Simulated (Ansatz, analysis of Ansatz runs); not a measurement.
# Reproducing a measured migration barrier: interstitial H in fcc Al, hop from a tetrahedral to the next octahedral site, part 2 of 2

How near does this set-up come to the measured migration barrier? Subject: interstitial H in fcc Al, hop from a tetrahedral to the next octahedral site. Set-up: PBE-D3(BJ), 32-site cell, PBE-D3(BJ) lattice, 420 eV, k: 3x3x3 Gamma-centred. The model is a cell of 32 host atoms with 1 H put in. The barrier is the energy of the highest image of a climbing band over the relaxed site that the atom leaves.

Ansatz 0.2.0; PBE-D3(BJ), 32-site cell, PBE-D3(BJ) lattice, 420 eV, k: 3x3x3 Gamma-centred.

So far: Starting point; Relaxation, charge 0.

## Step 3: Nudged elastic band

A band of images joins the two ends; its highest image climbs to the saddle, whose energy over the site left is the barrier.

This step: plane-wave PAW DFT, PBE-D3(BJ); nudged elastic band between two relaxed defect structures at fixed charge.

Input file neb/input.yaml:

```yaml
crystal:
  lattice:
    - [7.96731447, 0.0, 0.0]
    - [0.0, 7.96731447, 0.0]
    - [0.0, 0.0, 7.96731447]
  atoms:
    - { symbol: Al, position: [0.00018317, 0.00018317, 0.00018317] }
    - { symbol: Al, position: [0.000920668, 0.25051512, 0.25051512] }
    - { symbol: Al, position: [0.25051512, 0.000920668, 0.25051512] }
    - { symbol: Al, position: [0.25051512, 0.25051512, 0.000920668] }
    - { symbol: Al, position: [-0.002139568, -0.002139568, 0.500504088] }
    - { symbol: Al, position: [-0.002139568, 0.249495912, 0.752139568] }
    - { symbol: Al, position: [0.249495912, -0.002139568, 0.752139568] }
    - { symbol: Al, position: [0.241201381, 0.241201381, 0.508798619] }
    - { symbol: Al, position: [-0.002139568, 0.500504088, -0.002139568] }
    - { symbol: Al, position: [-0.002139568, 0.752139568, 0.249495912] }
    - { symbol: Al, position: [0.241201381, 0.508798619, 0.241201381] }
    - { symbol: Al, position: [0.249495912, 0.752139568, -0.002139568] }
    - { symbol: Al, position: [0.000920668, 0.49948488, 0.49948488] }
    - { symbol: Al, position: [0.00018317, 0.74981683, 0.74981683] }
    - { symbol: Al, position: [0.25051512, 0.49948488, 0.749079332] }
    - { symbol: Al, position: [0.25051512, 0.749079332, 0.49948488] }
    - { symbol: Al, position: [0.500504088, -0.002139568, -0.002139568] }
    - { symbol: Al, position: [0.508798619, 0.241201381, 0.241201381] }
    - { symbol: Al, position: [0.752139568, -0.002139568, 0.249495912] }
    - { symbol: Al, position: [0.752139568, 0.249495912, -0.002139568] }
    - { symbol: Al, position: [0.49948488, 0.000920668, 0.49948488] }
    - { symbol: Al, position: [0.49948488, 0.25051512, 0.749079332] }
    - { symbol: Al, position: [0.74981683, 0.00018317, 0.74981683] }
    - { symbol: Al, position: [0.749079332, 0.25051512, 0.49948488] }
    - { symbol: Al, position: [0.49948488, 0.49948488, 0.000920668] }
    - { symbol: Al, position: [0.49948488, 0.749079332, 0.25051512] }
    - { symbol: Al, position: [0.749079332, 0.49948488, 0.25051512] }
    - { symbol: Al, position: [0.74981683, 0.74981683, 0.00018317] }
    - { symbol: Al, position: [0.508798619, 0.508798619, 0.508798619] }
    - { symbol: Al, position: [0.500504088, 0.752139568, 0.752139568] }
    - { symbol: Al, position: [0.752139568, 0.500504088, 0.752139568] }
    - { symbol: Al, position: [0.752139568, 0.752139568, 0.500504088] }
    - { symbol: H, position: [0.375, 0.375, 0.375] }
basis:
  ecutwfc: 420
  xc_grid: 2
hamiltonian:
  xc: pbe
  dispersion: d3bj
kpoints:
  mp_grid: { grid: [3, 3, 3] }
scf:
  occupations: { method: methfessel_paxton, width: 0.1 }
  max_iter: 120
output:
  forces: true
neb:
  images: 3
  f_tol: 0.04
  climbing: true
  initial_path: idpp
  max_iterations: 45
  order_check: false
  final_atoms:
    - { symbol: Al, position: [0.000117905, 0.000117905, 0.000117905] }
    - { symbol: Al, position: [-0.005686896, 0.250123451, 0.250123451] }
    - { symbol: Al, position: [0.250123451, -0.005686896, 0.250123451] }
    - { symbol: Al, position: [0.250123451, 0.250123451, -0.005686896] }
[... 3 atom lines left out ...]
    - { symbol: Al, position: [0.250123451, 0.250123451, 0.505933798] }
[... 2 atom lines left out ...]
    - { symbol: Al, position: [0.250123451, 0.505933798, 0.250123451] }
[... 1 atom line left out ...]
    - { symbol: Al, position: [0.000117905, 0.500128997, 0.500128997] }
[... 4 atom lines left out ...]
    - { symbol: Al, position: [0.505933798, 0.250123451, 0.250123451] }
[... 2 atom lines left out ...]
    - { symbol: Al, position: [0.500128997, 0.000117905, 0.500128997] }
[... 3 atom lines left out ...]
    - { symbol: Al, position: [0.500128997, 0.500128997, 0.000117905] }
[... 1 atom line left out ...]
    - { symbol: Al, position: [0.750123451, 0.501105515, 0.250123451] }
[... 1 atom line left out ...]
    - { symbol: Al, position: [0.500128997, 0.500128997, 0.500128997] }
[... 3 atom lines left out ...]
    - { symbol: H, position: [0.250123451, 0.250123451, 0.250123451] }
```

Started as:

```sh
$ ansatz run input.yaml --threads 4 --pin off --max-ram 14131MiB --backend cpu --events-out ev --progress --plain --runs-dir out
```

Numbers of over 12 decimals in the logs are rounded to 6 here.

Log:

```text
[...]
Warning: neb: disabling space-group detection — the band's intermediate images generally break the endpoint symmetry, so no spatial operation reduces the k-mesh or symmetrises the density, except that a semilocal band can use its path's symmetry ahead of [...]
[...]
parallel-image band execution: 3 concurrent image workers
NEB image 0
Crystal: 33 atoms, lattice volume = 505.750 Å³
Basis set: ecut = 420 eV, 9843 PW (Γ), exchange–correlation on 108×108×108 points (8 copies of the dense FFT grid, shifted against one another)
Bands: 82, of which v1, the nominal top of the filled ones, is band 49 counted from 1 (48 counted from 0)
Symmetry: 1 space group operations
k-points: 14 of 27 (time reversal used)
[...]
SCF iter   1: F=—  HF=-17227.023995 eV  |F-HF|=—  |Δ(HF+E_count)|=         —  Δρ=1.03e-3  dr2=7.28e-3  ethr=1.77e-3  ⟨swp⟩=7.7  Hψ=5755  notcnv=0  defer=12
[...]
SCF iter   6: F=-17227.024452 eV  HF=-17227.024452 eV  |F-HF|=9.21e-9  |Δ(HF+E_count)|=   7.60e-9  S|Δr|=    0.00e0  Δρ=1.69e-6  dr2=2.05e-8  ethr=1.03e-10  ⟨swp⟩=3.8  Hψ=2623  notcnv=0
SCF 1 converged in 6 iterations: F = -17227.024452 eV  dr2 = 2.05e-8
[...]
NSCF: frozen V_eff on 14 k-points
NEB image 4
SCF iter   1: F=—  HF=-17226.975239 eV  |F-HF|=—  |Δ(HF+E_count)|=         —  Δρ=1.05e-3  dr2=8.39e-3  ethr=1.77e-3  ⟨swp⟩=6.9  Hψ=5762  notcnv=0  defer=16
[...]
SCF iter   6: F=-17226.975250 eV  HF=-17226.975250 eV  |F-HF|=1.58e-8  |Δ(HF+E_count)|=   6.35e-8  S|Δr|=    0.00e0  Δρ=1.82e-6  dr2=2.77e-8  ethr=1.03e-10  ⟨swp⟩=4.0  Hψ=2722  notcnv=0
SCF 2 converged in 6 iterations: F = -17226.975250 eV  dr2 = 2.77e-8
[...]
NEB end point (image 0): max|allowed force component| = 7.298e-3 eV/Å (the criterion of neb.relax_end_points is 1.000e-2)
NEB end point (image 4): max|allowed force component| = 1.837e-2 eV/Å (the criterion of neb.relax_end_points is 1.000e-2)
NEB image 1
SCF iter   1: F=—  HF=-17226.846141 eV  |F-HF|=—  |Δ(HF+E_count)|=         —  Δρ=1.07e-3  dr2=7.52e-3  ethr=1.77e-3  ⟨swp⟩=8.0  Hψ=5781  notcnv=0  defer=14
[...]
SCF iter   6: F=-17226.846018 eV  HF=-17226.846018 eV  |F-HF|=4.76e-8  |Δ(HF+E_count)|=   2.14e-8  S|Δr|=    0.00e0  Δρ=2.09e-6  dr2=6.37e-8  ethr=1.03e-10  ⟨swp⟩=4.0  Hψ=2708  notcnv=0
SCF 3 converged in 6 iterations: F = -17226.846018 eV  dr2 = 6.37e-8
NEB image 2
SCF iter   1: F=—  HF=-17226.747004 eV  |F-HF|=—  |Δ(HF+E_count)|=         —  Δρ=1.07e-3  dr2=8.67e-3  ethr=1.77e-3  ⟨swp⟩=8.4  Hψ=5838  notcnv=0  defer=17
[...]
SCF iter   6: F=-17226.746587 eV  HF=-17226.746587 eV  |F-HF|=4.94e-8  |Δ(HF+E_count)|=   8.71e-9  S|Δr|=    0.00e0  Δρ=1.78e-6  dr2=6.04e-8  ethr=1.03e-10  ⟨swp⟩=4.0  Hψ=2701  notcnv=0
SCF 4 converged in 6 iterations: F = -17226.746587 eV  dr2 = 6.04e-8
NEB image 3
SCF iter   1: F=—  HF=-17226.878154 eV  |F-HF|=—  |Δ(HF+E_count)|=         —  Δρ=1.06e-3  dr2=7.81e-3  ethr=1.77e-3  ⟨swp⟩=7.9  Hψ=5751  notcnv=0  defer=23
[...]
SCF iter   6: F=-17226.878043 eV  HF=-17226.878043 eV  |F-HF|=3.31e-9  |Δ(HF+E_count)|=   6.02e-8  S|Δr|=    0.00e0  Δρ=1.06e-6  dr2=7.33e-9  ethr=1.03e-10  ⟨swp⟩=3.9  Hψ=2669  notcnv=0
SCF 5 converged in 6 iterations: F = -17226.878043 eV  dr2 = 7.33e-9
NEB iter   1: max|band force component| = 5.871e-1 eV/Å  barrier→ = 0.2779 eV  barrier← = 0.2287 eV  Δτ_max = 0.0983 Å  (30 SCF iters)
NEB image 1
[...]
SCF iter   6: F=-17226.904499 eV  HF=-17226.904499 eV  |F-HF|=2.12e-8  |Δ(HF+E_count)|=   7.01e-8  S|Δr|=    0.00e0  Δρ=2.44e-6  dr2=4.18e-8  ethr=1.03e-10  ⟨swp⟩=4.0  Hψ=2849  notcnv=0
SCF 6 converged in 6 iterations: F = -17226.904499 eV  dr2 = 4.18e-8
NEB image 2
[...]
SCF iter   6: F=-17226.826017 eV  HF=-17226.826017 eV  |F-HF|=3.14e-8  |Δ(HF+E_count)|=   9.65e-8  S|Δr|=    0.00e0  Δρ=2.81e-6  dr2=5.69e-8  ethr=1.03e-10  ⟨swp⟩=4.0  Hψ=2887  notcnv=0
SCF 7 converged in 6 iterations: F = -17226.826017 eV  dr2 = 5.69e-8
NEB image 3
[...]
SCF iter   6: F=-17226.914980 eV  HF=-17226.914980 eV  |F-HF|=3.18e-8  |Δ(HF+E_count)|=   8.68e-8  S|Δr|=    0.00e0  Δρ=1.86e-6  dr2=4.21e-8  ethr=1.03e-10  ⟨swp⟩=4.0  Hψ=2834  notcnv=0
SCF 8 converged in 6 iterations: F = -17226.914980 eV  dr2 = 4.21e-8
NEB iter   2: max|band force component| = 2.297e-1 eV/Å  barrier→ = 0.1984 eV  barrier← = 0.1492 eV  CI = image 2  Δτ_max = 0.0923 Å  (18 SCF iters)
NEB image 1
[...]
SCF iter   6: F=-17226.924087 eV  HF=-17226.924087 eV  |F-HF|=7.39e-9  |Δ(HF+E_count)|=   1.63e-8  S|Δr|=    0.00e0  Δρ=1.25e-6  dr2=1.32e-8  ethr=1.03e-10  ⟨swp⟩=4.0  Hψ=2736  notcnv=0
SCF 9 converged in 6 iterations: F = -17226.924087 eV  dr2 = 1.32e-8
NEB image 2
[...]
SCF iter   6: F=-17226.836581 eV  HF=-17226.836581 eV  |F-HF|=1.08e-8  |Δ(HF+E_count)|=   2.89e-8  S|Δr|=    0.00e0  Δρ=1.50e-6  dr2=1.95e-8  ethr=1.03e-10  ⟨swp⟩=4.0  Hψ=2809  notcnv=0
SCF 10 converged in 6 iterations: F = -17226.836581 eV  dr2 = 1.95e-8
NEB image 3
[...]
SCF iter   6: F=-17226.912982 eV  HF=-17226.912982 eV  |F-HF|=1.16e-8  |Δ(HF+E_count)|=   3.14e-8  S|Δr|=    0.00e0  Δρ=1.65e-6  dr2=2.24e-8  ethr=1.03e-10  ⟨swp⟩=4.0  Hψ=2734  notcnv=0
SCF 11 converged in 6 iterations: F = -17226.912982 eV  dr2 = 2.24e-8
NEB iter   3: max|band force component| = 1.345e-1 eV/Å  barrier→ = 0.1879 eV  barrier← = 0.1387 eV  CI = image 2  Δτ_max = 0.0218 Å  (18 SCF iters)
[...]
NEB iter   4: max|band force component| = 3.401e-2 eV/Å  barrier→ = 0.1856 eV  barrier← = 0.1364 eV  CI = image 2  Δτ_max = 0.0249 Å  (15 SCF iters)
NEB image 2
[...]
SCF iter   5: F=-17226.839818 eV  HF=-17226.839818 eV  |F-HF|=1.19e-8  |Δ(HF+E_count)|=   1.22e-7  S|Δr|=    0.00e0  Δρ=3.05e-6  dr2=4.35e-8  ethr=1.03e-10  ⟨swp⟩=4.6  Hψ=2887  notcnv=0
SCF 15 converged in 5 iterations: F = -17226.839818 eV  dr2 = 4.35e-8
NEB image 1
[...]
NEB image 3
[...]
NEB image 2
[...]
NEB iter   5: max|band force component| = 3.150e-2 eV/Å  barrier→ = 0.1846 eV  barrier← = 0.1354 eV  CI = image 2  Δτ_max = 0.0000 Å  (5 SCF iters)
SCF converged after 5 iterations
[...]
Free energy (F): -17226.839818 eV
[...]
Internal energy: -17226.850181 eV  (E = F + TS)
E sigma→0 (E₀):  -17226.842409 eV
Entropy (-TS):   0.010363 eV (0.314 meV/atom)
Fermi energy:    8.252507 eV
[...]
--- Forces (eV/Å), atoms counted from 1 ---
  atom   1  Al     0.00003794    -0.00235526    -0.00287525
  atom   2  Al     0.00055825    -0.00500987    -0.00231267
  atom   3  Al     0.00210659     0.01026336     0.00355328
  atom   4  Al    -0.00078101    -0.00197901     0.00199154
  [... 3 atoms left out ...]
  atom   8  Al     0.00162737    -0.00989181    -0.00329512
  [... 2 atoms left out ...]
  atom  11  Al    -0.00269824     0.00990241    -0.00756138
  [... 1 atom left out ...]
  atom  13  Al    -0.00500793     0.00412301     0.00489051
  [... 4 atoms left out ...]
  atom  18  Al     0.00162012    -0.01137575    -0.00343928
  [... 2 atoms left out ...]
  atom  21  Al    -0.00224902     0.00557670    -0.00210623
  [... 3 atoms left out ...]
  atom  25  Al     0.00147972     0.00121628    -0.00204329
  [... 3 atoms left out ...]
  atom  29  Al     0.00532787     0.00369430     0.00593037
  [... 3 atoms left out ...]
  atom  33  H     -0.00792203    -0.00600132     0.00320054
  max |Σ_I F_I| component: 3.19e-5 eV/Å
--- Band table (eV; the first three rows and the last of 14) ---
[...]
[... further k-points left out ...]
this run last wrote the band of iteration 5 to <dir>; this run last wrote the band within `neb.f_tol` of iteration 4 to <dir>
--- NEB band (5 images, 5 band iterations, 86 SCF iterations) ---
  forward barrier  = 0.184634 eV
  backward barrier = 0.135432 eV
  lagrangian_above_aufbau_ev (what the smearing adds, to first order; not taken off the barriers): saddle image +0.009253 eV, end points +0.007528 and +0.007730 eV
  climbing image's point = of an order that was not read
  energies are F+E_penalty+E_count in eV, relative to image 0
  image     s (Å)  Δ vs image 0  max|band force component| (eV/Å)
      0    0.0000      0.000000                                 —
      1    0.4091      0.098305                          3.150e-2
  *   2    0.8211      0.184634                          1.191e-2
      3    1.2877      0.110977                          2.196e-2
      4    1.7564      0.049202                                 —
  climbing-image geometry (image 2):
  cell:  # Å, volume = 505.7500 Å³
    - [7.96731447, 0.0, 0.0]
    - [0.0, 7.96731447, 0.0]
    - [0.0, 0.0, 7.96731447]
  atoms:
    - { symbol: Al, position: [-0.000342, -0.000293, -0.000290] }
    - { symbol: Al, position: [-0.000594, 0.250678, 0.250636] }
    - { symbol: Al, position: [0.250530, -0.000885, 0.250535] }
    - { symbol: Al, position: [0.250566, 0.250614, -0.000692] }
    - { symbol: Al, position: [-0.000733, -0.000774, 0.501343] }
    - { symbol: Al, position: [-0.002676, 0.250071, 0.753111] }
    - { symbol: Al, position: [0.250079, -0.002514, 0.753068] }
    - { symbol: Al, position: [0.243412, 0.243582, 0.515175] }
    - { symbol: Al, position: [-0.000801, 0.501386, -0.000817] }
    - { symbol: Al, position: [-0.002693, 0.753070, 0.250049] }
    - { symbol: Al, position: [0.243431, 0.515010, 0.243516] }
    - { symbol: Al, position: [0.250063, 0.753027, -0.002559] }
    - { symbol: Al, position: [-0.000853, 0.499204, 0.499187] }
    - { symbol: Al, position: [-0.000975, 0.749346, 0.749333] }
    - { symbol: Al, position: [0.249308, 0.500484, 0.748835] }
    - { symbol: Al, position: [0.249293, 0.748790, 0.500494] }
    - { symbol: Al, position: [0.501327, -0.000660, -0.000640] }
    - { symbol: Al, position: [0.515141, 0.243634, 0.243507] }
    - { symbol: Al, position: [0.753086, -0.002378, 0.250082] }
    - { symbol: Al, position: [0.753097, 0.250093, -0.002421] }
    - { symbol: Al, position: [0.499316, -0.001076, 0.499327] }
    - { symbol: Al, position: [0.500546, 0.249266, 0.748892] }
    - { symbol: Al, position: [0.749375, -0.001029, 0.749419] }
    - { symbol: Al, position: [0.748815, 0.249255, 0.500487] }
    - { symbol: Al, position: [0.499268, 0.499298, -0.000940] }
    - { symbol: Al, position: [0.500568, 0.748876, 0.249245] }
    - { symbol: Al, position: [0.748841, 0.500503, 0.249250] }
    - { symbol: Al, position: [0.749356, 0.749415, -0.001040] }
    - { symbol: Al, position: [0.501747, 0.501800, 0.501737] }
    - { symbol: Al, position: [0.500331, 0.749901, 0.749927] }
    - { symbol: Al, position: [0.749923, 0.500355, 0.749823] }
    - { symbol: Al, position: [0.749941, 0.749819, 0.500361] }
    - { symbol: H, position: [0.316843, 0.316669, 0.316599] }
```

It took 3.5 min on 4 threads of Arm Neoverse V2, shared host; peak memory 2.6 GiB.

Reading the cycles: dr2 is the Hartree energy of the density residual (eV), the measure of convergence; HF is the Harris–Foulkes estimate of the energy, which meets the free energy F at convergence.

Images along the path:

```tsv
image	path (Å)	energy (eV)	H33: x, y, z (Å)
0	0.000	0.0000	2.988, 2.988, 2.988
1	0.409	0.0983	2.750, 2.767, 2.766
2	0.821	0.1846	2.524, 2.523, 2.522
3	1.288	0.1110	2.244, 2.269, 2.265
4	1.756	0.0492	1.993, 1.993, 1.993
```

Read from the output:

```yaml
free_energy: -17226.8398 eV
smearing_term_ts: -0.01036 eV
barrier_forward: 0.1846 eV
barrier_backward: 0.1354 eV
```

## Step 4: Summary of results

* migration barrier (saddle less minimum): 0.18 eV
* energy difference of the two ends: 0.05 eV
* length of the hop: 1.72 Å
* time of the whole chain: 3.8 min on 4 threads

Migration barrier: computed 0.18 eV, measured 0.452 eV; 0.27 eV below the measurement. The measured number is an Arrhenius activation energy of long-range diffusion; for H it holds zero-point energy, and trapping at vacancies and dislocations can raise it. One hop between neighbouring sites is computed at the host's lattice. Limits: the periodic copies of the defect are only 8.0 Å apart.

[Logs are printed without paths, hosts, clocks, repeated set-up lines and the standing remarks that a program may print on its own settings, such as how far it seeks lower states.]

[Hosts, paths, dates, database ids (printed as entryN), source tags and the programs' standing remarks are cut or masked in the printed files.]

[For some hosts the program warned that the k-mesh of the response run may be too coarse for force constants and the static dielectric constant; such warnings are not shown here.]
